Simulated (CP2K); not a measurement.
Consider 2-acetyloxazole at its PBE geometry (Å).

```xyz
13

C    -2.2334    0.4180   -0.0840
C    -1.2214   -0.6985   -0.1685
O    -1.5263   -1.8744   -0.3504
C     0.1992   -0.2918   -0.0191
N     0.6680    0.9209    0.1711
C     2.0406    0.7642    0.2293
C     2.3461   -0.5597    0.0715
O     1.1812   -1.2569   -0.0888
H    -3.2368   -0.0024   -0.2002
H    -2.0425    1.1709   -0.8614
H    -2.1464    0.9416    0.8783
H     2.7092    1.6046    0.3790
H     3.2624   -1.1365    0.0432
```

Method: CP2K XAS_TDP, all-electron GAPW, PBEh(45%), aug-cc-pVDZ, TDA, GW2X-corrected core level, no relativity.

Predict the bright core excitations at the C K edge.

Leading lines: C1 291.15 eV, C2 288.25 eV, C4 288.07 eV, C6 288.41 eV and C7 288.21 eV. The leading line of an atom is its first one with 35 % of the strongest within 2.5 eV of its lowest line over the strength cut. Core ionisation energies at this level: C4 294.44, C6 293.19, C7 294.09, C1 292.60 and C2 295.54 eV.

The first six lines of each atom with a strength over 0.0015:

```csv
atom,energy (eV),states,"strength, one atom",above the computed threshold
C1 (bonded to C and 3 H),290.56,1,0.0053,
,291.15,1,0.0198,
,291.35,1,0.0199,
,291.88,1,0.0029,
,291.95,1,0.0017,
,292.45,1,0.0018,
C2 (bonded to 2 C and O),288.25,1,0.0594,
,293.41,1,0.0136,
,293.90,1,0.0019,
,294.67,1,0.0029,
,294.88,1,0.0030,
,295.15,1,0.0016,
"C4 (bonded to C, N and O)",288.07,1,0.0393,
,291.86,1,0.0237,
,292.58,1,0.0133,
,292.84,1,0.0047,
,293.40,1,0.0146,
,293.56,1,0.0022,
"C6 (bonded to C, N and H)",288.41,1,0.0454,
,289.10,1,0.0096,
,291.13,1,0.0107,
,292.19,1,0.0025,
,292.51,1,0.0020,
,292.70,1,0.0031,
"C7 (bonded to C, O and H)",288.21,1,0.0497,
,291.23,1,0.0067,
,291.89,1,0.0181,
,292.43,1,0.0161,
,293.00,1,0.0042,
,293.41,1,0.0031,
```

Lines are vertical, at one geometry, with no vibrational structure. GW2X ionisation energies and lines can be off by 1 to 2 eV either way, and a good line position may hide errors that cancel. These values hold no scalar relativity, about 0.1 eV for C 1s. Rydberg lines, and the discretised continuum above threshold, depend on the basis and the box.

[Banner, clock and machine lines of the logs are left out without a mark of their own.]

[Logs are printed without paths, hosts, clocks, repeated set-up lines and the standing remarks that a program may print on its own settings, such as how far it seeks lower states.]

[Hosts, paths, dates, database ids (printed as entryN), source tags and the programs' standing remarks are cut or masked in the printed files.]
